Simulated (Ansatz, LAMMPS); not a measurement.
## Amorphous Hg22Cd11S33 (66 atoms): a reference run and its variants

Density of this cell: 6.28 g/cm³. The cell holds 66 atoms: 22 Hg, 11 Cd and 33 S. Cell: a = 12.107 Å, b = 12.107 Å, c = 12.107 Å, α = 90.0°, β = 90.0°, γ = 90.0°. 66 atoms (22 Hg, 11 Cd, 33 S) placed at random at 6.28 g/cm³, melted at 2500 K for 10 ps at fixed volume with the Stillinger-Weber II-VI potential (Zhou et al., Phys. Rev. B 88, 085309 (2013)). Quenched from 2500 K to 300 K at 5 K/ps and fixed volume, annealed at 1000 K for 50 ps, held 5 ps.

Geometry: as built.

Reference run: Kohn-Sham DFT, PBE, PAW (set soft_2), plane waves (Ansatz 0.2.0), cutoff 750 eV, Γ point, gaussian smearing of 0.05 eV.

- r.m.s. force component: 0.5216 eV/Å
- spacing of highest filled and lowest empty level: 0.0681 eV
- SCF cycles: 14
- time: 83 s on 4 threads of Arm Neoverse V1, shared host

**Question.** The same geometry is run again with each of these changes. How far do the results move, and how long does each run take?
- support functions medium
- support functions low
- support functions high
- support functions medium, radius 4.33 Å
- support functions medium, radius 4.69 Å
- support functions medium, radius 5.0 Å
- support functions medium, radius 5.35 Å
- support functions medium, radius 6.02 Å
- support functions medium, radius 6.69 Å

Differences are against the run with plane waves at 750 eV (Kohn-Sham DFT, PBE, PAW (set soft_2), plane waves), whose r.m.s. force component is 0.522 eV/Å. Energies are set beside the reference only for runs with its functional, potentials and electron count. Times are for 4 threads of Arm Neoverse V1, shared host.

```tsv
run	Δ force, r.m.s. (meV/Å)	share of r.m.s. force (%)	Δ energy (meV/atom)	cycles	time	host memory (GiB)
reference	-	-	-	14	83 s	5.6
support functions medium	0.462	0.0885	-0.179	14	1.8 min	3.4
support functions low	0.584	0.112	-0.177	12	1.8 min	3.4
support functions high	0.034	0.0065	-0.0449	18	10 min	7.2
support functions medium, radius 4.33 Å	0.51	0.0978	-0.172	14	1.8 min	3.2
support functions medium, radius 4.69 Å	0.377	0.0723	-0.189	14	2.3 min	3.7
support functions medium, radius 5.0 Å	0.341	0.0654	-0.195	14	2.9 min	4.1
support functions medium, radius 5.35 Å	0.334	0.064	-0.197	14	3.6 min	4.6
support functions medium, radius 6.02 Å	0.308	0.0591	-0.200	15	6.5 min	5.8
support functions medium, radius 6.69 Å	0.314	0.0602	-0.201	14	11 min	7.3
```

Among numerical settings the force difference runs from 0.034 meV/Å (support functions high) to 0.58 meV/Å (support functions low). At 66 atoms the fastest of the runs at a preset level, support functions low, takes 1.3 times the time of plane waves, in 12 SCF cycles against 14. Differences between support functions and plane waves include what basis error the plane-wave run still has. As the radius goes from 4.33 to 6.69 Å, the force difference goes from 0.51 to 0.31 meV/Å, and the time from 1.8 min to 11 min. 

[Logs are printed without paths, hosts, clocks, repeated set-up lines and the standing remarks that a program may print on its own settings, such as how far it seeks lower states.]

[Hosts, paths, dates, database ids (printed as entryN), source tags and the programs' standing remarks are cut or masked in the printed files.]
